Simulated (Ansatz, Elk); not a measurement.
**YTi2Al2: X-ray structure factors from the self-consistent density**

Structure refinements treat a crystal as free atoms side by side. For a made-up structure of YTi2Al2 (cell and positions from a PBE relaxation) the runs below show what the calculated density changes in F(hkl).

Main program and level: Elk 11.2.3 (patched build); DFT, PBE, all-electron APW+lo, Dirac cores, scalar-relativistic bands, static density, no spin.

The structure was built from a prototype and need not be the compound's stable phase.

## 1. Starting point

The structure is trigonal, space group P-3m1 (No. 164). Conventional cell: a = 4.723 Å, b = 4.723 Å, c = 5.488 Å, α = 90.00°, β = 90.00°, γ = 120.00°. Nearest to Y lie 6 Al at 2.88 Å. Nearest to Ti lie 1 Al at 2.57 Å. Nearest to Al lie 5 Ti at 2.57 to 2.92 Å and 3 Y at 2.88 Å. Farther neighbours are not listed.

## 2. Ground state and structure factors

An all-electron density is needed, since X-rays see the cores too. Task 0 finds the density and task 195 Fourier-transforms it; tshift is off so that phases refer to the origin typed.

elk.in reads:

```
tasks
  0
  195

xctype
  20

spinpol
  .false.

rgkmax
  7.0

gmaxvr
  14.0

lmaxo
  7

lmaxapw
  8

swidth
  0.002

tshift
  .false.

ramdisk
  .false.

hmaxvr
  5.5

maxscl
  120

epspot
  1e-06

sppath
  './'

avec
  8.92453571343 -0.00000000000 -0.00000000000
  -4.46226785672 7.72887464481 0.00000000000
  -0.00000000000 -0.00000000000 10.37093010786

atoms
  3
  'Y.in'
  1
  0.0000000000 0.0000000000 0.0000000000   0.000000 0.000000 0.000000
  'Ti.in'
  2
  0.6666666667 0.3333333333 0.6404253175   0.000000 0.000000 0.000000
  0.3333333333 0.6666666667 0.3595746825   0.000000 0.000000 0.000000
  'Al.in'
  2
  0.6666666667 0.3333333333 0.1715251585   0.000000 0.000000 0.000000
  0.3333333333 0.6666666667 0.8284748415   0.000000 0.000000 0.000000

ngridk
  6 6 4
```

Launch:

```sh
$ OMP_NUM_THREADS=4 elk
```

Numbers of over 12 decimals in the logs are rounded to 6 here.

The log of the run:

```text
┌─────────────────────────┐
│ Elk code version 11.2.3 │
└─────────────────────────┘

All units are atomic (Hartree, Bohr, etc.)

┌─────────────────────────────────────────────────┐
│ Ground-state run starting from atomic densities │
└─────────────────────────────────────────────────┘

Lattice vectors :
   8.924535713      -0.000000000      -0.000000000
  -4.462267857       7.728874645       0.000000000
  -0.000000000      -0.000000000       10.37093011

Reciprocal lattice vectors :
  0.7040349783      0.4064747842       0.000000000
   0.000000000      0.8129495685       0.000000000
   0.000000000       0.000000000      0.6058458829

Unit cell volume      :    715.3516822
Brillouin zone volume :   0.3467528205

Muffin-tin inner radius fraction :   0.1000000000E-01

Nuclei treated as point charges

Species : 1 (Y)
 parameters loaded from : Y.in
 name : yttrium
 nuclear charge    :   -39.00000000
 electronic charge :    39.00000000
 atomic mass :    162065.4503
 muffin-tin radius :    2.600000000
 number of radial points in muffin-tin :   1193
 inner part over the whole radius :   0.9871815862E-02
 number on inner part of muffin-tin    :    847
 approximate nuclear radius :   0.8135895711E-04
 number of mesh points to nuclear radius :    416
 atomic positions (lattice), magnetic fields (Cartesian) :
  1 :   0.00000000  0.00000000  0.00000000    0.00000000  0.00000000  0.00000000

Species : 2 (Ti)
 parameters loaded from : Ti.in
 name : titanium
 nuclear charge    :   -22.00000000
 electronic charge :    22.00000000
 atomic mass :    87256.20317
 muffin-tin radius :    2.400000000
 number of radial points in muffin-tin :    993
 inner part over the whole radius :   0.9985722337E-02
 number on inner part of muffin-tin    :    699
 approximate nuclear radius :   0.6805665174E-04
 number of mesh points to nuclear radius :    325
 atomic positions (lattice), magnetic fields (Cartesian) :
  1 :  -0.33333333  0.33333333 -0.35957468    0.00000000  0.00000000  0.00000000
  2 :   0.33333333 -0.33333333  0.35957468    0.00000000  0.00000000  0.00000000

Species : 3 (Al)
 parameters loaded from : Al.in
 name : aluminium
 nuclear charge    :   -13.00000000
 electronic charge :    13.00000000
 atomic mass :    49184.33496
 muffin-tin radius :    2.200000000
 number of radial points in muffin-tin :    793
 inner part over the whole radius :   0.9821194981E-02
 number on inner part of muffin-tin    :    552
 approximate nuclear radius :   0.5839653600E-04
 number of mesh points to nuclear radius :    244
 atomic positions (lattice), magnetic fields (Cartesian) :
  1 :  -0.33333333  0.33333333  0.17152516    0.00000000  0.00000000  0.00000000
  2 :   0.33333333 -0.33333333 -0.17152516    0.00000000  0.00000000  0.00000000

Total number of atoms per unit cell :    5
Total muffin-tin volume :    278.6383244
 ratio of muffin-tin to unit cell volume :   0.3895123634

Spin treatment :
 spin-unpolarised

Number of Bravais lattice symmetries :   24
Number of crystal symmetries         :   12
Crystal has inversion symmetry
Real symmetric eigensolver will be used

k-point grid :      6     6     4
k-point offset :    0.000000000       0.000000000       0.000000000
k-point set is reduced with full crystal symmetry group
Total number of k-points :       24

Muffin-tin radius times maximum |G+k| :    7.000000000
 using average radius
Maximum |G+k| for APW functions       :    2.966101695
Maximum (1/2)|G+k|²                   :    4.398879632
Maximum |G| for potential and density :    14.00000000
Constant for pseudocharge density :    9
 order of it for each species :   16  16  16
 order of it for pair densities of each species (exact exchange by exxq0 0: 17) :   12  10   8
Radial integration step length :    1

G-vector grid sizes :     40    40    48
Number of G-vectors :    33095

Maximum angular momentum used for
 APW functions            :    8
 outer part of muffin-tin :    7
 inner part of muffin-tin :    2

Total nuclear charge    :   -109.0000000
[...]
correlation                 :     -4.892334
 electron entropic           :    -0.14145486967059E-02
 total energy                :     -5579.8461793333

Density of states at Fermi energy :    106.9260557
 (states/Hartree/unit cell)

Estimated indirect band gap :   0.2435733644E-02
 from k-point 3 to k-point 14
Estimated direct band gap   :   0.6674261511E-02
 at k-point 18

Charges :
 core                        :    56.00000000
 valence                     :    53.00000000
 interstitial                :    9.465498308
 muffin-tins (core leakage)
  species : 1 (Y)
   atom 1                    :    36.88938325     (  0.9039116556E-05)
  species : 2 (Ti)
[...]
species : 3 (Al)
[...]
total in muffin-tins        :    99.53450169
 total calculated charge     :    108.9989930
 total charge                :    109.0000000
 error                       :   0.1006975529E-02

RMS change in Kohn-Sham potential (target) :   0.4418213366     (  0.1000000000E-05)
Absolute change in total energy (target)   :   0.1003616257     (  0.1000000000E-03)

[... loops 3 to 14 left out ...]

┌──────────────────┐
│ Loop number : 15 │
└──────────────────┘

Energies :
 Fermi                       :     0.227695
 sum of occupied eigenvalues :     -3260.6069633758
 electron kinetic            :      5703.2280012746
 core electron kinetic       :      5383.9750695426
 Coulomb                     :     -11050.866227511
 Coulomb potential           :     -8663.5100388391
 nuclear-nuclear             :     -709.21244470379
 electron-nuclear            :     -12036.189531327
 Hartree                     :      1694.5357485191
 Madelung                    :     -6719.1112080918
 xc potential                :     -300.32492581130
 exchange                    :     -226.44205096953
 correlation                 :     -4.894915
 electron entropic           :    -0.19762508877934E-02
 total energy                :     -5578.9771683031

Density of states at Fermi energy :    149.8361156
 (states/Hartree/unit cell)

Estimated indirect band gap :   0.7874483006E-03
 from k-point 3 to k-point 3
Estimated direct band gap   :   0.7874483006E-03
 at k-point 3

Charges :
 core                        :    56.00000000
 valence                     :    53.00000000
 interstitial                :    9.052512957
 muffin-tins (core leakage)
  species : 1 (Y)
[...]
species : 2 (Ti)
[...]
species : 3 (Al)
[...]
total in muffin-tins        :    99.94748704
 total calculated charge     :    108.9990170
 total charge                :    109.0000000
 error                       :   0.9829575681E-03

RMS change in Kohn-Sham potential (target) :   0.5141195299E-06 (  0.1000000000E-05)
Absolute change in total energy (target)   :   0.5721394700E-05 (  0.1000000000E-03)

Convergence targets achieved

┌──────────────────┐
│ Loop number : 16 │
└──────────────────┘

Energies :
 Fermi                       :     0.227695
 sum of occupied eigenvalues :     -3260.6069674259
 electron kinetic            :      5703.2279927454
 core electron kinetic       :      5383.9750643625
 Coulomb                     :     -11050.866220449
 Coulomb potential           :     -8663.5100366055
 nuclear-nuclear             :     -709.21244470379
 electron-nuclear            :     -12036.189520089
 Hartree                     :      1694.5357443444
 Madelung                    :     -6719.1112021461
 xc potential                :     -300.32492356572
 exchange                    :     -226.44205031457
 correlation                 :     -4.894915
 electron entropic           :    -0.19762509531146E-02
 total energy                :     -5578.9771691008

Density of states at Fermi energy :    149.8361239
 (states/Hartree/unit cell)

Estimated indirect band gap :   0.7874377599E-03
 from k-point 3 to k-point 3
Estimated direct band gap   :   0.7874377599E-03
 at k-point 3

Charges :
 core                        :    56.00000000
 valence                     :    53.00000000
 interstitial                :    9.052513345
 muffin-tins (core leakage)
  species : 1 (Y)
[...]
species : 2 (Ti)
[...]
atom 2                    :    20.19210835     ( -0.2204316001E-06)
  species : 3 (Al)
   atom 1                    :    11.31125120     (  0.4798484673E-03)
   atom 2                    :    11.31125120     (  0.4798484673E-03)
 total in muffin-tins        :    99.94748665
 total calculated charge     :    108.9990170
 total charge                :    109.0000000
 error                       :   0.9829577716E-03

┌──────────────────────────────┐
│ Self-consistent loop stopped │
└──────────────────────────────┘

Warning : core states of species 3 leak from the muffin-tin :   0.4798484673E-03

Wrote STATE.OUT
```

It took 29 s on 4 threads of Arm Neoverse V2, shared host; peak memory 0.17 GiB; 73 s of CPU time.

SFACRHO.OUT:

```text

h k l indices transformed by vhmat matrix:
   1.000000000       0.000000000       0.000000000    
   0.000000000       1.000000000       0.000000000    
   0.000000000       0.000000000       1.000000000    

      h      k      l  multipl.   |H|            Re(F)            Im(F)           |F|

      0      0      0      1   0.0000000       109.00000      0.37730908E-16   109.00000    
      0      0     -1      2  0.60584588       21.641644      0.37228121E-14   21.641644    
     -1      1      0      6  0.81294957       4.7580419      -0.0000000       4.7580419    
     -1      0     -1      6   1.0138719       31.162723      0.37228121E-14   31.162723    
     -1      0      1      6   1.0138719       47.182335     -0.38779292E-16   47.182335    
      0      0      2      2   1.2116918       14.692097      0.37228121E-14   14.692097    
      1      1      0      6   1.4080700       78.999855     -0.21739580E-13   78.999855    
     -1      1      2      6   1.4591381       76.227015      0.62046868E-15   76.227015    
      0      1      2      6   1.4591381     -0.97818902      0.74456241E-14  0.97818902    
      1     -2     -1     12   1.5328765       18.357857     -0.62046868E-14   18.357857    
     -2      2      0      6   1.6258991       5.7674405      -0.0000000       5.7674405    
      0     -2     -1      6   1.7351073       26.652494      0.24818747E-14   26.652494    
     -2      0     -1      6   1.7351073       39.574317     -0.77558585E-16   39.574317    
      0      0     -3      2   1.8175376       35.828925     -0.10547968E-13   35.828925    
      2     -1     -2     12   1.8576485       13.175054     -0.24818747E-14   13.175054    
      0     -1      3      6   1.9910626       10.664046     -0.24818747E-14   10.664046    
      1     -1      3      6   1.9910626       34.787964     -0.62046868E-14   34.787964    
      2     -2     -2      6   2.0277438     -0.24498926      -0.0000000      0.24498926
```

Elk indexes on the primitive cell of elk.in and gives |H| = 4π sin θ/λ in inverse bohr. Below, one row stands for each form hkl of the conventional cell (m members, Friedel mates merged), F is for one primitive cell and the density is static (no thermal factor). Free-atom factors are Waasmaier and Kirfel's, and R is Σm||F|−|F'||/Σm|F|.

```csv
hkl,m,sin θ/λ (Å⁻¹),"abs F, DFT",neutral atoms,diff.
001,2,0.091,21.642,21.589,+0.053
100,6,0.122,4.758,4.952,-0.194
101,6,0.152,31.163,30.978,+0.185
011,6,0.152,47.182,47.394,-0.212
002,2,0.182,14.692,14.599,+0.093
110,6,0.212,79.000,79.478,-0.478
102,6,0.219,76.227,76.767,-0.540
012,6,0.219,0.978,1.412,-0.434
111,12,0.231,18.358,18.351,+0.006
200,6,0.244,5.767,5.476,+0.291
021,6,0.261,26.652,26.804,-0.151
201,6,0.261,39.574,39.536,+0.038
003,2,0.273,35.829,35.749,+0.080
112,12,0.279,13.175,13.053,+0.122
103,6,0.299,10.664,10.613,+0.051
013,6,0.299,34.788,34.837,-0.049
202,6,0.305,0.245,0.372,-0.128
022,6,0.305,66.688,66.629,+0.059
210,12,0.323,5.395,5.398,-0.003
121,12,0.336,34.560,34.455,+0.105
211,12,0.336,24.390,24.383,+0.008
113,12,0.346,31.420,31.360,+0.060
```

## 3. The highest occupied states alone

An energy window below the Fermi level keeps the highest occupied states, to see at which angles they scatter; shallow core shells can lie inside it and anion s states outside. No new self-consistency is needed.

Edit elk.in of step 2 so:

```diff
@@ -1,3 +1,2 @@
 tasks
-  0
   195
@@ -40,2 +39,5 @@
 
+wsfac
+  -0.323540 0.527700
+
 sppath
```

Launch:

```sh
$ OMP_NUM_THREADS=4 elk
```

The log of the run:

```text
┌─────────────────────────────────┐
│ Elk code version 11.2.3 started │
└─────────────────────────────────┘

Info(readinput): the functional depends on the density's gradient
 muffin-tin radial points multiplied by    2.00000
 (not where nrmtscf is given)

┌────────────────────┐
│ Current task : 195 │
└────────────────────┘

Info(sfacrho): density structure factors written to SFACRHO.OUT

 Energy window :  -0.3235400000      0.5277000000

┌──────────────────┐
│ Elk code stopped │
└──────────────────┘
```

Run time: 13 s. Hardware: 4 threads; peak memory 0.15 GiB; 15 s of CPU time.

States within 15 eV below the Fermi level hold 17.00 electrons; any levels below the window count with the cores. Their amplitudes can exceed the total, where window and core parts have opposite phase:

```
hkl  sin θ/λ (Å⁻¹)  abs F, window  abs F, all
001          0.091          0.229      21.642
100          0.122          2.427       4.758
101          0.152          0.199      31.163
011          0.152          1.502      47.182
002          0.182          0.489      14.692
110          0.212          1.531      79.000
102          0.219          1.206      76.227
012          0.219          0.707       0.978
111          0.231          0.767      18.358
200          0.244          0.259       5.767
```

## 4. Another functional

The difference from free atoms is small, so it is set against the change that PBEsol makes.

Edit elk.in of step 3 so:

```diff
@@ -1,2 +1,3 @@
 tasks
+  0
   195
@@ -4,3 +5,3 @@
 xctype
-  20
+  22
 
@@ -39,5 +40,2 @@
 
-wsfac
-  -0.323540 0.527700
-
 sppath
```

Launch:

```sh
$ OMP_NUM_THREADS=4 elk
```

The log of the run:

```text
┌─────────────────────────┐
│ Elk code version 11.2.3 │
└─────────────────────────┘

All units are atomic (Hartree, Bohr, etc.)

┌─────────────────────────────────────────────────┐
│ Ground-state run starting from atomic densities │
└─────────────────────────────────────────────────┘

Lattice vectors :
   8.924535713      -0.000000000      -0.000000000
  -4.462267857       7.728874645       0.000000000
  -0.000000000      -0.000000000       10.37093011

Reciprocal lattice vectors :
  0.7040349783      0.4064747842       0.000000000
[...]
species : 1 (Y)
[...]
species : 2 (Ti)
[...]
species : 3 (Al)
   atom 1                    :    11.30840938     (  0.4901708166E-03)
   atom 2                    :    11.30840938     (  0.4901708166E-03)
 total in muffin-tins        :    99.95235466
 total calculated charge     :    108.9989941
 total charge                :    109.0000000
 error                       :   0.1005918668E-02

┌──────────────────────────────┐
│ Self-consistent loop stopped │
└──────────────────────────────┘

Warning : core states of species 3 leak from the muffin-tin :   0.4901708166E-03

Wrote STATE.OUT
[key lines of the parts left out:]
total energy                :     -5574.1576164720
```

It took 29 s on 4 threads; peak memory 0.18 GiB; 73 s of CPU time.

Against the first run R = 0.04 %; the largest change is -0.032 at 022.

## 5. A coarser k-mesh

About half the k-points along each axis test the sampling.

Edit elk.in of step 4 so:

```diff
@@ -5,3 +5,3 @@
 xctype
-  22
+  20
 
@@ -63,2 +63,2 @@
 ngridk
-  6 6 4
+  3 3 2
```

Launch:

```sh
$ OMP_NUM_THREADS=4 elk
```

The log of the run:

```text
┌─────────────────────────┐
│ Elk code version 11.2.3 │
└─────────────────────────┘

All units are atomic (Hartree, Bohr, etc.)

┌─────────────────────────────────────────────────┐
│ Ground-state run starting from atomic densities │
└─────────────────────────────────────────────────┘

Lattice vectors :
   8.924535713      -0.000000000      -0.000000000
  -4.462267857       7.728874645       0.000000000
  -0.000000000      -0.000000000       10.37093011

Reciprocal lattice vectors :
  0.7040349783      0.4064747842       0.000000000
[...]
species : 1 (Y)
[...]
species : 2 (Ti)
[...]
species : 3 (Al)
   atom 1                    :    11.31076044     (  0.4797845119E-03)
   atom 2                    :    11.31076044     (  0.4797845119E-03)
 total in muffin-tins        :    99.94232618
 total calculated charge     :    108.9990073
 total charge                :    109.0000000
 error                       :   0.9927440560E-03

┌──────────────────────────────┐
│ Self-consistent loop stopped │
└──────────────────────────────┘

Warning : core states of species 3 leak from the muffin-tin :   0.4797845119E-03

Wrote STATE.OUT
[key lines of the parts left out:]
total energy                :     -5578.9757115087
```

Wall time 20 s (4 threads); peak memory 0.18 GiB; 34 s of CPU time.

Against the first run R = 0.03 %; the largest change is +0.023 at 007.

## 6. Settings against the effect

```csv
run,R against the first run (%),"R against neutral atoms, low angle (%)",wall time
"PBE, rgkmax 7",0.00,0.67,29 s
PBEsol,0.04,0.67,29 s
k-mesh 3×3×2,0.03,0.67,20 s
```

## 7. What came out

```
R against neutral atoms, sin θ/λ < 0.3 Å⁻¹ : 0.67 %
R against neutral atoms, 0.3 to 0.72 Å⁻¹   : 0.21 %
```

In words: Independent neutral atoms miss the calculated amplitudes by R = 0.67 % below 0.3 Å⁻¹ and 0.21 % from there to 0.72 Å⁻¹; by shells, 1.77 % below 0.15 Å⁻¹ (2 forms), 0.64 % 0.15 to 0.3 (14 forms), 0.13 % 0.3 to 0.45 (26 forms), 0.23 % above 0.45 (107 forms). Bonding, aspherical density and the tables' own atoms all enter these figures, and the runs don't part them. The largest change of an amplitude is -0.54 electrons, at 102. Weak lines can change much in proportion: 202 goes from 0.37 to 0.24. The window's part falls from 17.0 electrons at the origin to at most 0.40 between 0.45 and 0.72 Å⁻¹. Below 0.3 Å⁻¹ the changes that finished (PBEsol and k-mesh 3×3×2) move F by R = 0.03 % at most, against the 0.67 % that separates it from free atoms. The basis has no finished test. These runs have no spin, though d or f shells may be open. Part of the difference isn't bonding: the tables are fits to free atoms and ions calculated by other methods than this functional. Thermal motion, anomalous dispersion and extinction are left out.

[Logs are printed without paths, hosts, clocks, repeated set-up lines and the standing remarks that a program may print on its own settings, such as how far it seeks lower states.]

[Hosts, paths, dates, database ids (printed as entryN), source tags and the programs' standing remarks are cut or masked in the printed files.]
